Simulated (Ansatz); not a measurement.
# SiPbS3 in P4/mbm, a phase reached by a soft mode: following an unstable mode, part 3 of 3

Which phase does SiPbS3 in P4/mbm, a phase reached by a soft mode fall into along its unstable mode, and how much energy does it gain?

Ansatz 0.2.0; DFT PBEsol, scalar-relativistic, plane waves, PAW; PAW set soft_1.

So far. Step 5 (Energy along the mode, all amplitudes (two of the runs …): The lowest of the steps tried is at 0.22 Å, 40.7 meV/atom below the parent; the bottom of the well need not coincide with a step. Step 7 (The new phase in its own primitive cell): The largest force component left is 0.56 meV/Å and the pressure is 0.001 GPa, within the tolerances set. The cell now holds 20.57 Å³/atom.

The structure was built from a prototype and need not be the compound's stable phase.

In doubt: the program warns that the response may not be converged on this k-mesh (step 8), which bears on the force constants and all frequencies.

## (8) Modes of the new phase

A relaxed structure may still be a saddle point, so its zone-centre modes are computed. The response to a homogeneous field gives the Born charges and the dielectric tensor.

File input.yaml:

```yaml
crystal:
  lattice:
    - [6.0501067086, 0.0, 0.0]
    - [0.0, 6.0501067086, 0.0]
    - [0.0, 0.0, 5.6184995175]
  atoms:
    - { symbol: Pb, position: [0.5, 0.0, 0.0522987014] }
    - { symbol: Pb, position: [0.0, 0.5, 0.0522987014] }
    - { symbol: Si, position: [0.0, 0.0, 0.5753427921] }
    - { symbol: Si, position: [0.5, 0.5, 0.5753427921] }
    - { symbol: S, position: [0.19523904, 0.69523904, 0.4617663687] }
    - { symbol: S, position: [0.80476096, 0.30476096, 0.4617663687] }
    - { symbol: S, position: [0.30476096, 0.19523904, 0.4617663687] }
    - { symbol: S, position: [0.69523904, 0.80476096, 0.4617663687] }
    - { symbol: S, position: [0.0, 0.0, 0.9530377382] }
    - { symbol: S, position: [0.5, 0.5, 0.9530377382] }
kpoints:
  mp_grid: { grid: [4, 4, 4] }
hamiltonian:
  xc: pbesol
  pseudopotentials: { kind: paw, azcp: { folder: soft_1 }, xc_functional: pbe }
scf:
  occupations: { method: fixed }
output:
  eigenvalues: true
phonons:
  method: dfpt
  dielectric: true
  rigid_motions: translations
```

Command:

```sh
$ ansatz run input.yaml --threads 8 --pin off --max-ram 16384MiB --backend cpu --events-out ev --progress --plain --runs-dir out
```

Numbers of over 12 decimals in the logs are rounded to 6 here.

The log of the run:

```text
[...]
Crystal: 10 atoms, lattice volume = 205.658 Å³
Basis set: ecut = 420 eV, 4039 PW (Γ), exchange–correlation on 96×96×80 points (8 copies of the dense FFT grid, shifted against one another)
Bands: 46, of which v1, the nominal top of the filled ones, is band 36 counted from 1 (35 counted from 0)
Symmetry: 8 space group operations
k-points: 36 of 64 (irreducible under 1 space group operation, time reversal used)
[...]
SCF iter   1: F=—  HF=-30072.527606 eV  |F-HF|=—  |Δ(HF+E_count)|=         —  Δρ=3.51e-2  dr2=3.72e0  ethr=3.10e-3  ⟨swp⟩=5.4  Hψ=7226  notcnv=0  defer=222
[...]
SCF iter  10: F=-30071.404503 eV  HF=-30071.404503 eV  |F-HF|=7.28e-12  |Δ(HF+E_count)|=  7.79e-10  Δρ=2.04e-7  dr2=8.73e-11  ethr=1.00e-12  ⟨swp⟩=20.0  Hψ=14656  notcnv=0
SCF 1 converged in 10 iterations: F = -30071.404503 eV  dr2 = 8.73e-11
[...]
Bands: 37, of which v1, the nominal top of the filled ones, is band 36 counted from 1 (35 counted from 0)
k-points: 40 of 512 (time reversal used)
[...]
Eigensolver: Dense (40 Hₖ)
SCF iter   1: F=—  HF=-30071.223038 eV  |F-HF|=—  |Δ(HF+E_count)|=         —  Δρ=4.31e-4  dr2=1.80e-4  ethr=1.00e-1
[...]
SCF iter   4: F=-30071.223048 eV  HF=-30071.223048 eV  |F-HF|=1.05e-8  |Δ(HF+E_count)|=   2.26e-9  Δρ=5.90e-6  dr2=8.75e-8  ethr=1.92e-9
SCF 1 converged in 4 iterations: F = -30071.223048 eV  dr2 = 8.75e-8
[...]
SCF converged after 10 iterations
Free energy (F): -30071.404503 eV
[...]
Internal energy: -30071.404503 eV  (E = F + TS)
E sigma→0 (E₀):  -30071.404503 eV
Fermi energy:    7.845110 eV
[...]
--- Band table (eV; the first three rows and the last of 36) ---
  k-point 0: bands = [... 32 lower, 5.9645, 6.8063, 7.6659, 7.6659, 9.0838, 9.8827, 10.9612, 10.9612, ... 6 higher]
  k-point 1: bands = [... 32 lower, 6.6007, 6.8084, 7.7645, 7.7645, 9.0963, 10.3983, 11.0685, 11.0802, ... 6 higher]
  k-point 2: bands = [... 32 lower, 6.9138, 6.9138, 7.8451, 7.8451, 9.3141, 9.8317, 11.0985, 11.3170, ... 6 higher]
  k-point 35: bands = [... 32 lower, 6.4004, 6.4004, 7.0187, 7.0187, 9.8181, 9.8181, 10.3872, 10.3872, ... 6 higher]
[...]
ASR residual: 9.672e-5 → 0.000e0 eV/Å²; symmetrization residual: 7.269e-6 eV/Å²
[...]
ε∞ (high-frequency dielectric tensor):
       15.782101    -0.000000     0.000000
       -0.000000    15.782101    -0.000000
        0.000000    -0.000000     8.867580
[...]
Born effective charges Z* (e; rows j = field, columns β = displacement):
    site 0:
         4.37911   -0.83686    0.00000
        -0.83686    4.37911   -0.00000
         0.00000   -0.00000    3.71862
    site 1:
         4.37911    0.83686    0.00000
         0.83686    4.37911   -0.00000
         0.00000   -0.00000    3.71862
    site 2:
         4.22746   -0.65004    0.00000
         0.65004    4.22746   -0.00000
         0.00000   -0.00000    3.17100
    site 3:
         4.22746    0.65004    0.00000
        -0.65004    4.22746    0.00000
         0.00000    0.00000    3.17100
    site 4:
        -2.71819   -0.00926   -0.50294
        -0.00926   -2.71819   -0.50294
        -0.22223   -0.22223   -2.15411
    site 5:
        -2.71819   -0.00926    0.50294
        -0.00926   -2.71819    0.50294
         0.22223    0.22223   -2.15411
    site 6:
        -2.71819    0.00926    0.50294
         0.00926   -2.71819   -0.50294
         0.22223   -0.22223   -2.15411
    site 7:
        -2.71819    0.00926   -0.50294
         0.00926   -2.71819    0.50294
        -0.22223    0.22223   -2.15411
    site 8:
        -3.17019   -0.00886   -0.00000
         0.00886   -3.17019    0.00000
        -0.00000    0.00000   -2.58141
    site 9:
        -3.17019    0.00886   -0.00000
        -0.00886   -3.17019    0.00000
        -0.00000    0.00000   -2.58141
  Z* charge neutrality: 3.461e-2 e pre-enforcement
  solved inside a basis spanned on kpoints, on 8×8×8 k-points, its susceptibility summed on 10×10×10: ε∞ is read to err by 9.3e-2, Z* by 4.7e-2 e (field_mesh: kpoints solves on kpoints); Z* is corrected for what the basis lacks
  optical modes at Γ without the LO–TO term, one row a degenerate level:
      ω (cm⁻¹)  modes    IR ((D/Å)²/amu)
        -25.04      2            14.2376
         44.43      1             0.0000
         45.47      2             1.3109
         73.41      2             1.3261
         83.04      1             8.9078
        130.71      1             0.0000
        136.63      2             0.6841
[...]
optical modes at Γ + LO–TO along q̂ = [1.0000, 0.0000, 0.0000]:
      ω (cm⁻¹)  modes    IR ((D/Å)²/amu)
[...]
optical modes at Γ + LO–TO along q̂ = [0.0000, 1.0000, 0.0000]:
      ω (cm⁻¹)  modes    IR ((D/Å)²/amu)
[...]
optical modes at Γ + LO–TO along q̂ = [0.0000, 0.0000, 1.0000]:
      ω (cm⁻¹)  modes    IR ((D/Å)²/amu)
[...]
170.56      2            50.8008
        182.32      1             0.1442
        194.72      1             0.0000
        222.31      1             0.0000
        255.85      2            28.4436
        294.30      1             0.0000
        312.95      1             5.3371
        359.50      2            36.0569
        359.65      1             0.0000
        374.41      2             9.0250
        493.22      1             0.0000
        541.50      1            31.6207
```

Run time: 75 s. Hardware: 8 threads of Arm Neoverse V2, shared host; peak memory 1.9 GiB; 9.2 min of CPU time.

Numbers from this step:

```
sum-rule residual before enforcement                    : 9.67e-5 eV/Å²
miss of the charge sum rule                             : 0.03461 e
estimated error of the dielectric tensor                : 0.09315
estimated error of the Born charges                     : 0.04652 e
point group                                             : 4mm
highest optical mode at the zone centre (no LO-TO term) : 508.5 cm⁻¹
lowest optical zone-centre mode                         : -25.04 cm⁻¹
mean high-frequency dielectric constant                 : 13.48
largest Born charge (third of the trace)                : 4.159 e
top of the zone-centre spectrum with the field          : 541.5 cm⁻¹
```

Patterns of degenerate modes are one choice out of their space. Modes at Γ, with each element's share of the kinetic energy (negative means imaginary):

```csv
mode,frequency (cm⁻¹),symmetry,Pb %,Si %,S %
1,-25.0,E,25,4,71
2,-25.0,E,25,4,71
3,0.0,acoustic,63,8,29
4,0.0,acoustic,63,8,29
5,0.0,acoustic,63,8,29
6,44.4,B2,95,0,5
7,45.5,E,93,1,6
8,45.5,E,93,1,6
9,73.4,E,14,18,68
10,73.4,E,14,18,68
11,83.0,A1,31,6,63
12,130.7,B2,4,0,96
13,136.6,E,4,7,89
14,136.6,E,4,7,89
15,170.6,E,0,25,74
16,170.6,E,0,25,74
17,181.9,A1,6,14,80
18,194.7,A2,0,44,56
19,222.3,B1,0,0,100
20,255.8,E,1,25,74
21,255.8,E,1,25,74
22,294.3,B2,1,0,99
23,301.8,A1,0,10,89
24,359.5,E,0,71,29
25,359.5,E,0,71,29
26,359.6,A2,0,0,100
27,374.4,E,0,39,61
28,374.4,E,0,39,61
29,493.2,A2,0,56,44
30,508.5,A1,0,62,38
```

Displacements in mode 1 (-25.0 cm⁻¹), the largest set to 1:
```
Pb1  0.41  0.30  0.00
Pb2  0.28  0.00  0.00
Si3 -0.42 -0.11  0.00
Si4 -0.37 -0.23  0.00
S5  -1.00 -0.66  0.90
S6  -1.00 -0.66 -0.90
S7  -0.76 -0.11 -0.35
S8  -0.76 -0.11  0.35
S9  -0.27  0.27  0.00
S10  0.01 -0.38  0.00
```

Displacements in mode 17 (181.9 cm⁻¹), the largest set to 1:
```
Pb1  0.00  0.00 -0.24
Pb2  0.00  0.00 -0.24
Si3  0.00  0.00  0.95
Si4  0.00  0.00  0.95
S5   0.96  0.96 -0.14
S6  -0.96 -0.96 -0.14
S7  -0.96  0.96 -0.14
S8   0.96 -0.96 -0.14
S9   0.00  0.00  1.00
S10  0.00  0.00  1.00
```

Optical modes at the zone centre, without and with the macroscopic field of the longitudinal modes; each column is sorted by frequency, so a row need not hold one and the same mode. Modes with and without the field, by row:

```csv
rank among optical modes,no field (cm⁻¹),"q along (1, 0, 0) (cm⁻¹)","q along (0, 0, 1) (cm⁻¹)"
1,-25,-25,-25
2,-25,35.3,-25
3,44.4,44.4,44.4
4,45.5,45.5,45.5
5,45.5,52,45.5
6,73.4,73.4,73.4
7,73.4,75.9,73.4
8,83,83,123.8
9,130.7,130.7,130.7
10,136.6,136.6,136.6
11,136.6,136.9,136.6
12,170.6,170.6,170.6
13,170.6,181.9,170.6
14,181.9,194.7,182.3
15,194.7,202.5,194.7
16,222.3,222.3,222.3
17,255.8,255.8,255.8
18,255.8,276.7,255.8
19,294.3,294.3,294.3
20,301.8,301.8,312.9
21,359.5,359.5,359.5
22,359.5,359.6,359.5
23,359.6,369.9,359.6
24,374.4,374.4,374.4
25,374.4,391.4,374.4
26,493.2,493.2,493.2
27,508.5,508.5,541.5
```

Born charge (rows field, columns displacement) (e), principal values of the symmetric part by kind of site:

```csv
atom,atoms with these values,low,middle,high,mean
Pb1,2,3.54,3.72,5.22,4.16
Si3,2,3.17,4.23,4.23,3.88
S5,4,-3.03,-2.71,-1.85,-2.53
S9,2,-3.17,-3.17,-2.58,-2.97
```

In full for Si3:

```
 4.23 -0.65  0.00
 0.65  4.23  0.00
 0.00  0.00  3.17
```

High-frequency dielectric tensor:

```
15.78  0.00  0.00
 0.00 15.78  0.00
 0.00  0.00  8.87
```

Transverse modes; imaginary modes are left out. Infrared lines, with heights relative to the strongest:

```csv
position (cm⁻¹),lines merged,relative intensity
44,1,0.0
46,1,2.6
73,1,2.6
83,1,18
131,1,0.0
137,1,1.3
171,1,100
182,1,0.2
195,1,0.0
222,1,0.0
256,1,56
294,1,0.0
302,1,13
360,2,71
374,1,18
493,1,0.0
508,1,54
```

Before it was imposed, the acoustic sum rule was missed by 9.7e-5 eV/Å² and the charge sum rule by 0.035 e. The charge miss is large and points to the mesh or the basis. The lowest optical mode is imaginary, 25.0i cm⁻¹, so the energy falls along it.

The log warns of the k mesh: “the force constants stand on the 4×4×4 k-mesh, whose period is 9.37 times the interband length at k = (0.0000, 0.0000, 0.2500), direct gap 1.332 eV, under 14: take them and everything formed from them as unconverged”.

## (9) The phases reached

The phases reached along the modes that were followed are set side by side.

Energies are those of the first relaxation, on the mesh of the frozen mode; space group, volume and gap are those of the last relaxation. Phases, by row:

```csv
mode frozen in,space group,energy from parent (meV/atom),volume (Å³/atom),gap on mesh (eV),lowest zone-centre optical mode (cm⁻¹),largest shift (Å)
parent,P4/mbm,0,19.11,0.278,–,–
"q = (0, 0, 0), 300i cm⁻¹",P4bm,-113.7,20.57,1.239,-25,0.418
```

## (10) Outcome

```json
{"unstable mode of the parent": "q = (0, 0, 0), 300i cm⁻¹", "depth at the lowest point sampled": "40.7 meV/atom", "largest atomic shift at that point": "0.22 Å", "space group reached (within 0.01 Å)": "P4bm", "energy gained over the parent (first relaxation, on the mesh of the frozen mode)": "114 meV/atom", "volume per atom, phase reached": "20.6 Å³", "gap on the k-mesh, phase reached": "1.24 eV", "lowest optical zone-centre mode, phase reached": "-25.0 cm⁻¹", "highest optical mode at the zone centre (no LO-TO term), phase reached": "508 cm⁻¹"}
```

In words: Along this mode the structure falls into P4bm, 114 meV/atom below the parent. At the parent's cell the well is 40.72 meV/atom deep on the steps tried, with its lowest point at a shift of 0.22 Å. Relaxing atoms and cell changes the gain by +73.01 meV/atom against the lowest step (energies at zero smearing). Most of the total comes from this relaxation. The new phase still has an imaginary mode at the zone centre of its cell, so it is a saddle point on the way to a lower structure. Each path keeps the symmetry of its pattern, so a lower phase may lie along a pattern not tried. With the field response the log warns that the k mesh is coarse for the force constants too, so the frequencies may not be converged. In at least one run the field response is not settled by the k meshes in reach, so its dielectric tensor, Born charges and longitudinal modes are rough. Spin-orbit coupling is left out, which can matter for the heavy elements here. The PAW files were made for PBE and serve the other functionals too. The starting cell was built on a prototype and not taken from a measurement, so the phase need not exist.

[Logs are printed without paths, hosts, clocks, repeated set-up lines and the standing remarks that a program may print on its own settings, such as how far it seeks lower states.]

[Hosts, paths, dates, database ids (printed as entryN), source tags and the programs' standing remarks are cut or masked in the printed files.]
